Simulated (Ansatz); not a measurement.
# Quasi-harmonic thermodynamics of KF (Carobbiite, Fm-3m), part 2 of 3

Aim: the lattice, expansion, heat capacity and bulk modulus of KF (Carobbiite) as it warms.

What experiment has found for this phase:
- volume expansion coefficient 104.4 1e-6/K and heat capacity C_P per formula unit 49 J/mol/K near room temperature (given in “High-Throughput Prediction of Finite-Temperature Properties using the Quasi-Harmonic Approximation”, 2016, arXiv:1603.06924)
- volume expansion coefficient 95.1 1e-6/K near room temperature (given in “Descriptors for thermal expansion in solids”, 2017, arXiv:1701.03966)

Ansatz 0.2.0; DFT r2SCAN, scalar-relativistic, plane waves, PAW.

So far. Step 2 (A first coarse run): The start is under -0.49 GPa at this level and looks like an insulator or semiconductor on this mesh.

## 4. Relaxing to small residual forces and stress

The relaxation is repeated with tighter thresholds on force and stress, since phonons are sensitive to what is left; a change of mesh or smearing in the input moves the cell too.

input.yaml

```yaml
crystal:
  lattice:
    - [0.0, 2.6587902052, 2.6587902052]
    - [2.6587902052, 0.0, 2.6587902052]
    - [2.6587902052, 2.6587902052, 0.0]
  atoms:
    - { symbol: K, position: [0.0, 0.0, 0.0] }
    - { symbol: F, position: [0.5, 0.5, 0.5] }
kpoints:
  mp_grid: { grid: [8, 8, 8] }
hamiltonian:
  xc: r2scan
scf:
  occupations: { method: fixed }
output:
  forces: true
  stress: true
  eigenvalues: true
  write_density: true
  write_potential: true
  elf: true
  volumetric_format: npy
relax:
  adjacent_minimum: "off"
  f_tol: 0.001
  max_steps: 60
  cell: { stress_tol: 0.01 }
```

Run with:

```bash
ansatz run input.yaml --threads 4 --pin off --max-ram 16384MiB --backend cpu --events-out ev --progress --plain --runs-dir out
```

Numbers of over 12 decimals in the logs are rounded to 6 here.

What it wrote:

```text
[...]
Crystal: 2 atoms, lattice volume = 37.591 Å³
Basis set: ecut = 500 eV, 941 PW (Γ), exchange–correlation on 120×120×120 points (64 copies of the dense FFT grid, shifted against one another)
Bands: 12, of which v1, the nominal top of the filled ones, is band 8 counted from 1 (7 counted from 0)
Symmetry: 48 space group operations
[...]
k-points: 29 of 512
[...]
SCF iter   1: F=—  HF=-2355.152250 eV  |F-HF|=—  |Δ(HF+E_count)|=         —  Δρ=7.45e-3  dr2=1.93e-2  dr2_τ=2.76e-2  ethr=1.77e-3  ⟨swp⟩=4.3  Hψ=1891  notcnv=0  defer=46
[...]
SCF iter   6: F=-2355.191670 eV  HF=-2355.191670 eV  |F-HF|=4.73e-9  |Δ(HF+E_count)|=   1.80e-7  Δρ=5.70e-6  dr2=5.15e-9  dr2_τ=1.30e-9  ethr=6.25e-10  ⟨swp⟩=9.0  Hψ=2673  notcnv=0
SCF 1 converged in 6 iterations: F = -2355.191670 eV  dr2 = 5.15e-9
[...]
relax step   1: F+E_penalty+E_count = -2355.19166988 eV  Δ(F+E_penalty+E_count) = +0.000e0 eV  max|allowed force component| = 2.051e-29 eV/Å  Δτ_max = 0.0000 Å  P = +0.013 GPa  Ω = 37.591 Å³  (6 SCF iters, dr2 threshold 1.00e-7 eV, accepted)
Crystal: 2 atoms, lattice volume = 37.605 Å³
[...]
SCF iter   4: F=-2355.191666 eV  HF=-2355.191666 eV  |F-HF|=9.91e-11  |Δ(HF+E_count)|=  9.64e-11  Δρ=1.19e-6  dr2=2.60e-10  dr2_τ=4.99e-11  ethr=2.57e-12  ⟨swp⟩=5.5  Hψ=2244  notcnv=0
SCF 2 converged in 4 iterations: F = -2355.191666 eV  dr2 = 2.60e-10
relax step   2: F+E_penalty+E_count = -2355.19166595 eV  Δ(F+E_penalty+E_count) = +3.939e-6 eV  max|allowed force component| = 8.595e-30 eV/Å  Δτ_max = 0.0000 Å  P = +0.000 GPa  Ω = 37.605 Å³  energy of the carried Pulay correction = -4.502e-6 eV  (4 SCF iters, dr2 threshold 4.10e-10 eV, accepted)
[...]
SCF iter   5: F=-2355.191668 eV  HF=-2355.191668 eV  |F-HF|=3.64e-11  |Δ(HF+E_count)|=  7.28e-11  Δρ=9.37e-8  dr2=7.64e-13  dr2_τ=5.87e-13  ethr=1.00e-12  ⟨swp⟩=6.7  Hψ=2466  notcnv=0
SCF 3 converged in 5 iterations: F = -2355.191668 eV  dr2 = 7.64e-13
relax step   3: F+E_penalty+E_count = -2355.19166823 eV  Δ(F+E_penalty+E_count) = -2.285e-6 eV  max|allowed force component| = 9.499e-30 eV/Å  Δτ_max = 0.0000 Å  P = -0.000 GPa  Ω = 37.605 Å³  stress off target by 3.37e-5 GPa  SCF on the basis re-selected at this cell (its energy is not comparable with the rows above)  (5 SCF iters)
basis re-selected at this cell: Δ(F+E_penalty+E_count) = -2.285e-6 eV, ΔP = -0.000 GPa vs the last step (what re-selecting the basis moved, of the pressure what is left beyond the Pulay correction that the steps carried, after the strain that the cell walked since its last selection, with what the two solves' SCF thresholds leave and, on support functions, any second-order correction that the steps lacked; it is no m [...]
SCF converged after 5 iterations
Free energy (F): -2355.191668 eV
[...]
Internal energy: -2355.191668 eV  (E = F + TS)
E sigma→0 (E₀):  -2355.191668 eV
Fermi energy:    1.014400 eV
[...]
--- Stress (GPa, compression-positive) ---
       -0.000034      -0.000000      -0.000000
       -0.000000      -0.000034      -0.000000
       -0.000000      -0.000000      -0.000034
  P = ⅓ Tr σ = -0.0000 GPa (-0.000 kbar)
--- Band table (eV; the first three rows and the last of 29) ---
  k-point 0: bands = [... 4 lower, -8.4580, 1.0144, 1.0144, 1.0144, 7.9217, 12.5129, 12.5129, 12.5129]
  k-point 1: bands = [... 4 lower, -8.4634, 0.8791, 0.9615, 0.9615, 8.3594, 12.2131, 12.7289, 12.7289]
  k-point 2: bands = [... 4 lower, -8.4762, 0.5884, 0.8362, 0.8362, 9.4476, 11.8121, 13.2679, 13.2679]
  k-point 28: bands = [... 4 lower, -8.5478, 0.6127, 0.8670, 0.8670, 11.3993, 11.3993, 13.2250, 15.4608]
--- Relaxed structure (2 steps of the walk, 2 accepted, 1 SCFs on fresh bases) ---
[...]
cell:  # Å, volume = 37.6047 Å³
    - [0, 2.659117, 2.659117]
    - [2.659117, 0, 2.659117]
    - [2.659117, 2.659117, 0]
  atoms:
    - { symbol: K, position: [0, 0, 0] }
    - { symbol: F, position: [0.5, 0.5, 0.5] }
```

Elapsed: 2.3 s, on 4 threads of Arm Neoverse V1, shared host; peak memory 0.42 GiB.

Little changed from the start: no atom moved by 0.005 Å and no cell edge by 0.1 %.

This step gave:

```yaml
pressure: -3.37e-5 GPa
gap_on_the_k_mesh: 6.907 eV
```

Valence density in the ac plane of the conventional cell at fractional y = 0.000, with atoms of K and F within 0.2 Å of it. It is the smooth field of the valence electrons, not physical close to the nuclei.

Values in e/Å³, 15 rows by 15 columns, each cell a mean:
```
 4  3  1  0  0  1  4  9  6  2  0  0  0  2  4
 2  1  0  0  0  0  1  2  2  1  0  0  0  1  2
 1  0  0  0  0  0  0  0  0  0  0  0  0  0  0
 0  0  0  0  0  0  0  0  0  0  0  0  0  0  0
 0  0  0  0  0  0  0  1  0  0  0  0  0  0  0
 2  1  0  0  0  0  1  2  2  1  0  0  0  1  2
 8  3  1  0  0  1  3  4  4  2  0  0  0  2  6
12  5  1  0  0  1  3  4  4  2  1  0  0  2  9
 5  2  0  0  0  1  2  3  3  1  0  0  0  1  4
 1  0  0  0  0  0  1  1  1  0  0  0  0  0  1
 0  0  0  0  0  0  0  0  0  0  0  0  0  0  0
 0  0  0  0  0  0  0  0  0  0  0  0  0  0  0
 1  1  0  0  0  0  0  1  1  0  0  0  0  0  1
 3  2  1  0  0  0  2  5  3  1  0  0  0  1  3
 4  3  1  0  0  1  5 12  8  2  0  0  1  2  4
```
Columns run along a (5.3 Å), rows up along c (5.3 Å), edges of the conventional cell, whose origin can differ from the input's. Atoms in or near the plane, at fractional coordinates: K at (0.00, 0.00), K at (0.50, 0.50), F at (0.50, 0.00), F at (0.00, 0.50).

Electrostatic potential energy in the ac plane of the conventional cell at fractional y = 0.000, with atoms of K and F within 0.2 Å of it. With pseudopotentials it is smooth inside the atoms' cores, unlike the true potential.

Values in eV, 15 rows by 15 columns, each cell a mean:
```
-41 -34 -11   3   8   6 -22 -36 -32  -5   8   6  -2 -24 -40
-27 -17  -2   5   8   9   1 -11  -6   7   8   7   2  -9 -24
 -3   0   4   6   8   8   8   8   8   8   8   7   5   2  -2
  6   6   7   7   7   7   6   6   6   7   7   7   7   7   6
  8   8   8   8   6   4   0  -3  -2   3   5   7   8   8   8
-10   2   9   8   5  -2 -17 -26 -23  -8   3   7   8   7  -5
-36 -21   6   8   3 -11 -34 -41 -39 -23  -2   6   8  -6 -32
-39 -27   4   7   3 -14 -37 -42 -41 -26  -3   6   8 -11 -36
-27 -10   8   8   4  -7 -27 -37 -34 -17   0   6   8   1 -22
  4   8   9   8   6   2  -7 -14 -11  -2   4   7   8   9   6
  7   8   8   7   7   6   4   3   3   5   6   7   8   8   8
  3   4   6   7   7   8   8   7   8   8   8   7   6   5   3
-14  -6   2   6   8   9   8   4   6   9   8   7   4  -2 -11
-37 -26  -6   4   8   8 -10 -27 -21   2   8   6   0 -17 -34
-42 -37 -14   3   7   4 -27 -39 -36 -10   8   6  -3 -27 -41
```
Columns run along a (5.3 Å; values clipped at the 3rd and 97th percentile), rows up along c (5.3 Å), edges of the conventional cell, whose origin can differ from the input's. Atoms in or near the plane, at fractional coordinates: K at (0.00, 0.00), K at (0.50, 0.50), F at (0.50, 0.00), F at (0.00, 0.50).

ELF in the ac plane of the conventional cell at fractional y = 0.000, with atoms of K and F within 0.2 Å of it. It is the smooth field of the valence electrons, not physical close to the nuclei.

Ten even steps from '0' (0.01) to '9' (0.86), each cell a mean:
```
898217978841699
997115898730499
652002454310146
100000010000001
432002566410134
885117999840378
797129989960488
687139978961597
896128999950489
764015899720257
210001232100011
321000111100012
985104677520278
998216989830599
799327867841698
```
Columns run along a (5.3 Å), rows up along c (5.3 Å), edges of the conventional cell, whose origin can differ from the input's. Atoms in or near the plane, at fractional coordinates: K at (0.00, 0.00), K at (0.50, 0.50), F at (0.50, 0.00), F at (0.00, 0.50).

The residual pressure is -3.4e-5 GPa, small enough for phonons.

## 5. The quasi-harmonic study

Thermal expansion follows from how the free energy of the vibrations (and of the electrons in a metal) changes with strain, so the program makes strained cells, their phonons and a fit in one run.

input.yaml, the sections that differ from step 4:

```yaml
crystal:
  lattice:
    - [0.0, 2.6591165002, 2.6591165002]
    - [2.6591165002, 0.0, 2.6591165002]
    - [2.6591165002, 2.6591165002, 0.0]
  atoms:
    - { symbol: K, position: [0.0, 0.0, 0.0] }
    - { symbol: F, position: [0.5, 0.5, 0.5] }
output:
  eigenvalues: true
phonons:
  method: dfpt
  qmesh: [4, 4, 4]
  temperatures: { t_max: 800.0, t_step: 50 }
  thermal_expansion: {}
# kpoints, hamiltonian, scf: as in step 4
# relax: removed
```

What it wrote:

```text
[...]
Crystal: 2 atoms, lattice volume = 37.605 Å³
Basis set: ecut = 580 eV, 1243 PW (Γ), exchange–correlation on 270×270×270 points (729 copies of the dense FFT grid, shifted against one another)
Bands: 12, of which v1, the nominal top of the filled ones, is band 8 counted from 1 (7 counted from 0)
Symmetry: 48 space group operations
[...]
k-points: 29 of 512
[...]
SCF iter   1: F=—  HF=-2355.156108 eV  |F-HF|=—  |Δ(HF+E_count)|=         —  Δρ=7.51e-3  dr2=1.92e-2  dr2_τ=2.81e-2  ethr=1.77e-3  ⟨swp⟩=4.2  Hψ=1896  notcnv=0  defer=44
[...]
SCF iter   7: F=-2355.195500 eV  HF=-2355.195500 eV  |F-HF|=2.50e-11  |Δ(HF+E_count)|=   5.93e-9  Δρ=2.70e-7  dr2=9.03e-12  dr2_τ=6.22e-12  ethr=1.00e-12  ⟨swp⟩=5.1  Hψ=2278  notcnv=0
SCF 1 converged in 7 iterations: F = -2355.195500 eV  dr2 = 9.03e-12
[...]
relax step   1: F+E_penalty+E_count = -2355.19549994 eV  Δ(F+E_penalty+E_count) = +0.000e0 eV  max|allowed force component| = 1.791e-29 eV/Å  Δτ_max = 0.0000 Å  (7 SCF iters, accepted)
SCF converged after 7 iterations
Free energy (F): -2355.195500 eV
[...]
Internal energy: -2355.195500 eV  (E = F + TS)
E sigma→0 (E₀):  -2355.195500 eV
Fermi energy:    1.014059 eV
[...]
--- Stress (GPa, compression-positive) ---
        0.003992       0.000000      -0.000000
       -0.000000       0.003992      -0.000000
       -0.000000      -0.000000       0.003992
  P = ⅓ Tr σ = 0.0040 GPa (0.040 kbar)
--- Band table (eV; the first three rows and the last of 29) ---
  k-point 0: bands = [... 4 lower, -8.4581, 1.0141, 1.0141, 1.0141, 7.9213, 12.5127, 12.5127, 12.5127]
  k-point 1: bands = [... 4 lower, -8.4635, 0.8789, 0.9612, 0.9612, 8.3590, 12.2130, 12.7287, 12.7287]
  k-point 2: bands = [... 4 lower, -8.4763, 0.5883, 0.8361, 0.8361, 9.4471, 11.8120, 13.2677, 13.2677]
  k-point 28: bands = [... 4 lower, -8.5479, 0.6126, 0.8669, 0.8669, 11.3991, 11.3991, 13.2247, 15.4604]
── thermal expansion: 3 new cells, 3 in all ──
thermal expansion: relaxation of cell 2
thermal expansion: relaxation of cell 3
── thermal expansion: 2 new cells, 5 in all ──
thermal expansion: relaxation of cell 4
thermal expansion: lower-state search of cell 4
thermal expansion: phonons of cell 4
thermal expansion: relaxation of cell 5
thermal expansion: phonons of cell 5
── thermal expansion: 8 new cells, 13 in all ──
thermal expansion: relaxation of cell 6
thermal expansion: relaxation of cell 7
thermal expansion: relaxation of cell 8
thermal expansion: relaxation of cell 9
thermal expansion: relaxation of cell 10
thermal expansion: relaxation of cell 11
thermal expansion: relaxation of cell 12
thermal expansion: relaxation of cell 13
thermal expansion: phonons of cell 6
thermal expansion: phonons of cell 7
thermal expansion: phonons of cell 8
thermal expansion: phonons of cell 9
thermal expansion: phonons of cell 10
--- Relaxed structure (1 steps of the walk, 1 accepted, 0 SCFs on fresh bases) ---
  F+E_penalty+E_count = -2355.19549994 eV   max|allowed force component| = 1.791e-29 eV/Å
  atoms:
    - { symbol: K, position: [0.0, 0.0, 0.0] }
    - { symbol: F, position: [0.5, 0.5, 0.5] }
--- Thermal expansion: 13 cells in 3 rounds, 0 GPa ---
  no lower state was reached at cell 4
  without vibrations: a 3.76077, b 3.76077, c 3.76077 Å, V 37.6111 Å³, B 35.26 GPa
  at 0 K: a 3.77628, b 3.77628, c 3.77628 Å, V 38.0783 Å³, B 33.80 GPa
  zero-point expansion: a +0.412, b +0.412, c +0.412, V +1.242 %
      T/K        a/Å        b/Å        c/Å       V/Å³ | expansion of a, b, c, V (1e-6/K)   | that of V in the mean from 25 °C | C_P, C_V (J/mol K of the cell) | B_T, B_S (GPa)
     0.00    3.77628    3.77628    3.77628    38.0783 |    0.00    0.00    0.00    0.00 |   69.45 |     0.000     0.000 |    33.80    33.80
   100.00    3.77933    3.77933    3.77933    38.1706 |   20.73   20.73   20.73   62.19 |   92.52 |    32.583    32.290 |    32.98    33.28
   200.00    3.78972    3.78972    3.78972    38.4862 |   32.05   32.05   32.05   96.16 |  104.10 |    45.691    44.361 |    31.03    31.96
   298.15    3.80271    3.80271    3.80271    38.8835 |   37.43   37.43   37.43  112.29 |       - |    49.896    47.352 |    28.90    30.46
   350.00    3.81035    3.81035    3.81035    39.1182 |   39.96   39.96   39.96  119.88 |  116.43 |    51.345    48.062 |    27.71    29.60
   450.00    3.82660    3.82660    3.82660    39.6207 |   45.31   45.31   45.31  135.93 |  124.87 |    53.822    48.816 |    25.23    27.82
   550.00    3.84525    3.84525    3.84525    40.2029 |   52.33   52.33   52.33  156.98 |  134.73 |    56.569    49.200 |    22.46    25.82
   650.00    3.86731    3.86731    3.86731    40.8990 |   62.99   62.99   62.99  188.98 |  147.32 |    60.407    49.421 |    19.21    23.48
   750.00    3.89514    3.89514    3.89514    41.7884 |   82.94   82.94   82.94  248.82 |  165.34 |    67.285    49.561 |    15.17    20.59
   800.00    3.91307    3.91307    3.91307    42.3678 |  102.62  102.62  102.62  307.85 |  178.56 |    73.974    49.614 |    12.59    18.78
  the static fit leaves 0.007 meV an atom of the energies and, of the stresses, 0.000 GPa of each cell's largest along a strain (root mean squares over the cells), whose Pulay part it has at -0.075 GPa
  vibrations' free energy: its fit leaves 0.0003 meV an atom at the most
  the electrons' free energy at temperature is not in it: every band gap is over 0.83 eV
  free energies summed between the sampled wave vectors
  estimated error of the fitted expansion in any direction: up to 14.607e-6/K, at 800 K (an estimate, not a bound: it was exceeded on models of known expansion)
  by sums over the sampled wave vectors an expansion of the volume parts by up to 3.66e-6/K
  by a static energy of one degree less an expansion of the volume parts by up to 4.61e-6/K
  the FFT grids of the static calculations differ: 30 × 30 × 30, 32 × 32 × 32
  band gaps on the cells' k-points are 6.173 to 7.070 eV
```

Elapsed: 65 min, on 4 threads; peak memory 6.3 GiB; 4.3 h of CPU time.

Numbers from this step:

```
pressure                                         : 0.003992 GPa
volume expansion coefficient at 298 K            : 112.3 1e-6/K
C_P at 298 K                                     : 24.95 J/mol-atom/K
entropy at 298 K                                 : 34.12 J/mol-atom/K
isothermal bulk modulus at 298 K                 : 28.90 GPa
Grüneisen parameter at 298 K                     : 1.605
volume at 298 K                                  : 19.44 Å³/atom
principal linear expansion coefficients at 298 K : 37.43, 37.43, 37.43 1e-6/K
```

Strained cells of the study; zero-point energy where phonons were solved; the pressures are stresses at a fixed cutoff and can carry an offset from the finite basis. Expansion cells, by row:

| cell | \|a\| (Å) | \|b\| (Å) | \|c\| (Å) | V (Å³/atom) | E - E_lowest (meV/atom) | pressure, compression positive (GPa) | gap (eV) | zero-point energy (meV/atom) |
| --- | --- | --- | --- | --- | --- | --- | --- | --- |
| 1 | 3.761 | 3.761 | 3.761 | 18.8 | 0 | -0.069 | 6.907 | - |
| 2 | 3.791 | 3.791 | 3.791 | 19.26 | 1.132 | -0.862 | 6.779 | - |
| 3 | 3.731 | 3.731 | 3.731 | 18.36 | 1.223 | 0.824 | 7.039 | - |
| 4 | 3.761 | 3.761 | 3.761 | 18.81 | 0.004 | -0.085 | 6.905 | 30.82 |
| 5 | 3.78 | 3.78 | 3.78 | 19.09 | 0.48 | -0.592 | 6.824 | 30.07 |
| 6 | 3.792 | 3.792 | 3.792 | 19.28 | 1.265 | -0.902 | 6.772 | 29.58 |
| 7 | 3.824 | 3.824 | 3.824 | 19.76 | 4.894 | -1.623 | 6.644 | 28.35 |
| 8 | 3.855 | 3.855 | 3.855 | 20.26 | 10.68 | -2.256 | 6.52 | 27.14 |
| 9 | 3.887 | 3.887 | 3.887 | 20.77 | 18.51 | -2.809 | 6.4 | 25.94 |
| 10 | 3.919 | 3.919 | 3.919 | 21.29 | 28.21 | -3.289 | 6.283 | 24.74 |
| 11 | 3.724 | 3.724 | 3.724 | 18.26 | 1.864 | 1.047 | 7.07 | - |
| 12 | 3.742 | 3.742 | 3.742 | 18.53 | 0.456 | 0.46 | 6.987 | - |
| 13 | 3.951 | 3.951 | 3.951 | 21.8 | 39.22 | -3.69 | 6.173 | - |

(Continued in part 3 of 3.)

[Logs are printed without paths, hosts, clocks, repeated set-up lines and the standing remarks that a program may print on its own settings, such as how far it seeks lower states.]

[Hosts, paths, dates, database ids (printed as entryN), source tags and the programs' standing remarks are cut or masked in the printed files.]

[A step with changed settings may run another functional than the one named; its input shows which.]
